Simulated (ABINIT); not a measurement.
# Cs2InAgCl6 (Fm-3m): G0W0 with ABINIT, start to end, part 2 of 2

Aim: the G0W0 gap of Cs2InAgCl6 (Fm-3m) on PBEsol, step by step.

ABINIT 10.8.3; PBEsol and many-body steps on it, plane waves. Known limits of the many-body steps: not at the basis limit; d shell near the gap, gap tends to lie low; no spin-orbit coupling; coarse k mesh.

So far. Step 2 (Ground state): The gap is direct, at Γ. Step 3 (Empty states on the mesh, 2×2×2 mesh, 208 bands): On this mesh the gap is 1.045 eV.

### Step 4. Screening, 2×2×2 mesh, 190 bands, screening to 98 eV

The RPA dielectric matrix is built and inverted for each q.

This step: RPA screening on PBEsol, plane waves, norm-conserving pseudopotentials.

run.abi reads:

```
acell 3*1.0 Angstrom
rprim 
  0.000000000000 5.234500000000 5.234500000000
  5.234500000000 0.000000000000 5.234500000000
  5.234500000000 5.234500000000 0.000000000000
ntypat 4
znucl 55 49 47 17
natom 10
typat 1 1 2 3 4 4 4 4 4 4
xred 
  0.250000000000 0.250000000000 0.250000000000
  0.750000000000 0.750000000000 0.750000000000
  0.000000000000 0.000000000000 0.000000000000
  0.500000000000 0.500000000000 0.500000000000
  0.760210000000 0.239790000000 0.239790000000
  0.239790000000 0.760210000000 0.239790000000
  0.239790000000 0.760210000000 0.760210000000
  0.760210000000 0.239790000000 0.760210000000
  0.239790000000 0.239790000000 0.760210000000
  0.760210000000 0.760210000000 0.239790000000
pp_dirpath "pseudos"
pseudos "Cs.upf, In.upf, Ag.upf, Cl.upf"
ecut 39
ngkpt 2 2 2
nshiftk 1
shiftk 0 0 0
kptopt 1
chksymbreak 0
istwfk *1
occopt 1
irdwfk 1
optdriver 3
nband 190
ecuteps 3.6
inclvkb 2
awtr 1
symchi 1
indata_prefix "in"
outdata_prefix "out"
tmpdata_prefix "tmp"
```

The run is started by

```console
$ OMP_NUM_THREADS=1 mpirun -n 4 abinit run.abi > log
```

Numbers of over 12 decimals in the logs are rounded to 6 here.

Output:

```text
.Version 10.8.3 of ABINIT. v10.8.2 released Aug 2026.

 Symmetries : space group Fm -3 m (#225); Bravais cF (face-center cubic)
[... echo of the input left out ...]
== DATASET  1 ==================================================================
-   mpi_nproc: 4, omp_nthreads: 1 (-1 if OMP is not activated)

--- !DatasetInfo
iteration_state: {dtset: 1, }
dimensions: {natom: 10, nkpt: 3, mband: 190, nsppol: 1, nspinor: 1, nspden: 1, mpw: 22556, }
cutoff_energies: {ecut:  39.0, pawecutdg:  -1.0, }
electrons: {nelect:   1.00000000E+02, charge:   0.00000000E+00, occopt:   1.00000000E+00, tsmear:   1.00000000E-02, }

 SCREENING: Calculation of the susceptibility and dielectric matrices

 Based on a program developped by R.W. Godby, V. Olevano, G. Onida, and L. Reining.
 Incorporated in ABINIT by V. Olevano, G.-M. Rignanese, and M. Torrent.
.Using double precision arithmetic ; gwpc =  8

[... cell and pseudopotentials left out ...]
--------------------------------------------------------------------------------

 ==== K-mesh for the wavefunctions ====
 Number of points in the irreducible wedge :     3
[... list of points left out ...]
 Together with 48 symmetry operations and time-reversal symmetry
 yields     8 points in the full Brillouin Zone.

 ==== Q-mesh for the screening function ====
 Number of points in the irreducible wedge :     3
[... list of points left out ...]
 Together with 48 symmetry operations and time-reversal symmetry
 yields     8 points in the full Brillouin Zone.

 setmesh: FFT mesh size selected  =    54x   54x   54
          total number of points  =       157464

 vcoul_init : cutoff-mode = AUXILIARY_FUNCTION
 q-points for optical limit:   1
     1)      0.000010    0.000020    0.000030

- screening: taking advantage of time-reversal symmetry
- Maximum band index for partially occupied states nbvw = 50
- Remaining bands to be divided among processors   nbcw = 140
- Number of bands treated by each node ~35

 Number of electrons calculated from density =  100.0000; Expected =  100.0000
 average of density, n =  0.051659
 r_s =    1.6657
 omega_plasma =   21.9245 [eV]

 calculating chi0 at frequencies [eV] :
  1    0.000000E+00    0.000000E+00
  2    0.000000E+00    2.192449E+01

--------------------------------------------------------------------------------
  q-point number  1        q = ( 0.000000, 0.000000, 0.000000) [r.l.u.]
--------------------------------------------------------------------------------
[... chi0 elements left out ...]
 For q-point:  0.000010 0.000020 0.000030
  dielectric constant =   4.0393
  dielectric constant without local fields =   4.5483

  Average fulfillment of the sum rule on Im[epsilon] for q-point    1 :     45.63  [%]
[... wings left out ...]
  q-point number  2        q = ( 0.500000, 0.000000, 0.000000) [r.l.u.]
--------------------------------------------------------------------------------
[... chi0 elements left out ...]
  Average fulfillment of the sum rule on Im[epsilon] for q-point    2 :     50.73  [%]

 [... 1 further q-points ...]
```

Wall time 4.5 min (4 MPI ranks of Arm Neoverse V1, shared host); peak memory 5.2 GiB; 18 min of CPU time.

This step gave:

```yaml
eps_infinity_with_local_fields_on_this_mesh_along_the_program_s_q_direction: 4.039
the_same_without_local_fields: 4.548
plasma_frequency: 21.92 eV
plane_waves_in_the_screening_matrix: 609
```

Local fields lower ε∞ by 11 %. On a Γ-centred mesh this coarse the value itself is usually too large, while a short band sum pulls it down.

### Step 5. Self-energy, 2×2×2 mesh, 190 bands, screening to 98 eV

The self-energy is evaluated for the states that the input lists, and the levels follow from it, in one-shot runs by the linearised quasiparticle equation.

This step: G0W0 on PBEsol, plane waves, norm-conserving pseudopotentials.

Changes to run.abi since step 4:

```diff
@@ -31,8 +31,15 @@
 irdwfk 1
-optdriver 3
+optdriver 4
 nband 190
+gwcalctyp 0
+ecutsigx 39
+symsigma 1
+nkptgw 1
+kptgw 
+  0.0000000000 0.0000000000 0.0000000000
+bdgw 
+  49 52
 ecuteps 3.6
-inclvkb 2
-awtr 1
-symchi 1
+irdscr 1
+ppmodel 1
 indata_prefix "in"
```

Output:

```text
.Version 10.8.3 of ABINIT. v10.8.2 released Aug 2026.

 Symmetries : space group Fm -3 m (#225); Bravais cF (face-center cubic)
[... echo of the input left out ...]
== DATASET  1 ==================================================================
-   mpi_nproc: 4, omp_nthreads: 1 (-1 if OMP is not activated)

--- !DatasetInfo
iteration_state: {dtset: 1, }
dimensions: {natom: 10, nkpt: 3, mband: 190, nsppol: 1, nspinor: 1, nspden: 1, mpw: 22556, }
cutoff_energies: {ecut:  39.0, pawecutdg:  -1.0, }
electrons: {nelect:   1.00000000E+02, charge:   0.00000000E+00, occopt:   1.00000000E+00, tsmear:   1.00000000E-02, }

 SIGMA: Calculation of the GW corrections

 Based on a program developped by R.W. Godby, V. Olevano, G. Onida, and L. Reining.
 Incorporated in ABINIT by V. Olevano, G.-M. Rignanese, and M. Torrent.
.Using double precision arithmetic ; gwpc =  8

[... cell and pseudopotentials left out ...]
--------------------------------------------------------------------------------

 ==== K-mesh for the wavefunctions ====
 Number of points in the irreducible wedge :     3
[... list of points left out ...]
 Together with 48 symmetry operations and time-reversal symmetry
 yields     8 points in the full Brillouin Zone.

 ==== Q-mesh for screening function ====
 Number of points in the irreducible wedge :     3
[... list of points left out ...]
 Together with 48 symmetry operations and time-reversal symmetry
 yields     8 points in the full Brillouin Zone.

 vcoul_init : cutoff-mode = AUXILIARY_FUNCTION
 q-points for optical limit:   1
     1)      0.000010    0.000020    0.000030
 setmesh: FFT mesh size selected  =    80x   80x   80
          total number of points  =       512000

 Number of electrons calculated from density =  100.0000; Expected =  100.0000
 average of density, n =  0.051659
 r_s =    1.6657
 omega_plasma =   21.9245 [eV]

 === KS Band Gaps ===
  >>>> For spin  1
   Minimum direct gap =   1.0449 [eV], located at k-point      :   0.0000  0.0000  0.0000
   Fundamental gap    =   1.0449 [eV], Top of valence bands at :   0.0000  0.0000  0.0000
                                       Bottom of conduction at :   0.0000  0.0000  0.0000
 SIGMA fundamental parameters:
 PLASMON POLE MODEL  1
 number of plane-waves for SigmaX                22419
 number of plane-waves for SigmaC and W            609
 number of plane-waves for wavefunctions         22419
 number of bands                                   190
 number of independent spin polarizations            1
 number of spinorial components                      1
 number of k-points in IBZ                           3
 number of q-points in IBZ                           3
 number of symmetry operations                      48
 number of k-points in BZ                            8
 number of q-points in BZ                            8
 number of frequencies for dSigma/dE                 9
 frequency step for dSigma/dE [eV]                0.25
 number of omega for Sigma on real axis              0
 max omega for Sigma on real axis  [eV]           0.00
 zcut for avoiding poles [eV]                     0.10

 EPSILON^-1 parameters (SCR file):
 dimension of the eps^-1 matrix on file            609
 dimension of the eps^-1 matrix used               609
 number of plane-waves for wavefunctions         22419
 number of bands                                   190
 number of q-points in IBZ                           3
 number of frequencies                               2
 number of real frequencies                          1
 number of imag frequencies                          1

 matrix elements of self-energy operator (all in [eV])

 Perturbative Calculation

--- !SelfEnergy_ee
iteration_state: {dtset: 1, }
kpoint     : [   0.000,    0.000,    0.000, ]
spin       : 1
KS_gap     :    1.045
QP_gap     :    3.115
Delta_QP_KS:    2.070
data: !SigmaeeData |
     Band     E0 <VxcDFT>   SigX SigC(E0)      Z dSigC/dE  Sig(E)    E-E0       E
       49   2.083 -20.268 -24.588   3.772   0.790  -0.266 -20.700  -0.433   1.651
       50   2.083 -20.268 -24.588   3.772   0.790  -0.266 -20.700  -0.433   1.651
       51   3.128 -12.732  -8.349  -2.411   0.830  -0.204 -11.094   1.637   4.766
       52   7.166  -7.707  -3.464  -2.986   0.858  -0.165  -6.628   1.079   8.244

== END DATASET(S) ==============================================================
================================================================================

 -outvars: echo values of variables after computation  --------
           etotal      0.0000000000E+00
            nband         190
             nkpt           3
          spgroup         225
 [... the other variables as echoed above ...]

 Calculation completed.
```

It took 20 s on 4 MPI ranks; peak memory 2.7 GiB.

This step gave:

* G0W0 gap on the points computed: 3.115 eV
* starting gap on the mesh: 1.045 eV
* k of the valence top: 0, 0, 0
* k of the conduction bottom: 0, 0, 0
* Z at the valence top: 0.79
* Z at the conduction bottom: 0.83
* least direct G0W0 gap on the computed points: 3.115 eV

The gap on the mesh goes from 1.04 eV to 3.12 eV, a correction of +2.07 eV.

Limits: finite bands, cutoff and mesh; d shell near the gap, gap tends to lie low; no spin-orbit coupling; coarse k mesh. v1 is the top filled band, c1 the lowest empty one. Levels before and after the correction, in eV, zero at the valence-band top of each column:

```csv
,conduction bottom,valence top
Kohn-Sham,1.04,0.00
G0W0,3.12,0.00
```

```csv
,level,energy (eV)
Kohn-Sham,Γ v2-v1,0.000
Kohn-Sham,Γ c1,1.045
Kohn-Sham,Γ c2,5.082
G0W0,Γ v2-v1,0.000
G0W0,Γ c1,3.115
G0W0,Γ c2,6.593
```

### Step 6. Where the time went

Times are wall times on the hardware named with each run, good to a factor of about two.

```csv
step,time,share,memory (GiB)
ground state,4.1 min,28 %,0.93
empty states on the mesh,5.4 min,38 %,0.65
screening,4.5 min,31 %,5.2
self-energy,20 s,2 %,2.7
```

### Step 7. Outcome

| Item | Value |
| --- | --- |
| PBEsol gap | 1.04 eV, direct |
| G0W0 gap on the mesh | 3.12 eV |
| GW settings | 2×2×2 mesh, 190 bands, screening to 98 eV, Godby-Needs plasmon pole |
| known limits | not at the basis limit; d shell near the gap, gap tends to lie low; no spin-orbit coupling; coarse k mesh |

In words: G0W0 moves the gap on the mesh from 1.04 eV to 3.12 eV (+2.07 eV), with Z of 0.79 and 0.83 at the edges. Local fields lower the RPA ε∞ on this mesh from 4.55 to 4.04; a Γ-centred mesh this coarse tends to raise both, most where the direct gap is narrow, while a short band sum lowers them. Only 1 of the mesh's irreducible points was corrected, so a valley elsewhere could overtake. Against experiment, by G0W0@PBEsol: the direct gap of 3.12 eV lies −0.18 eV from the measured 3.3 eV (direct, 2016). An exciton line or allowed optical edge lies below the quasiparticle gap by the binding energy; a forbidden edge can push the onset above it. The calculation has static nuclei and no excitons; a measured gap holds zero-point and thermal motion, which mostly lowers it. Bands and cutoff are finite, so the gap is not at the basis limit. The miss can reach some tenths of an eV and take either sign; the mesh is an error of its own. In the G0W0 run levels were corrected at 1 k point alone, so a gap called «on the mesh» is the least over those, and an edge elsewhere would be missed. The 2×2×2 mesh is coarse for this cell, which bears on the long-range parts of exchange and screening. A d shell, filled or nearly so, lies near the gap. One-shot GW converges very slowly in bands there, not always from below, and on a semilocal start the gap tends to come out low; starts rich in exact exchange can overshoot instead. The many-body steps are scalar-relativistic: spin-orbit coupling is not in them.

[Paths, hosts, dates, memory and timing lines, banners, echoed tables and standing remarks are left out of the program output.]

[Logs are printed without paths, hosts, clocks, repeated set-up lines and the standing remarks that a program may print on its own settings, such as how far it seeks lower states.]

[Runs of the session that timed out or met a known fault of the program may be left out.]

[Hosts, paths, dates, database ids (printed as entryN), source tags and the programs' standing remarks are cut or masked in the printed files.]

[G0W0 gaps are taken among the corrected bands and points alone; a level outside them can change the order at an edge.]

[Where Ansatz stands beside ABINIT at settings called matched, ABINIT's density can come from a denser mesh and the files from another edition; pairs whose starting gaps differed by over 0.03 eV were left out, so agreement reads better than it is.]
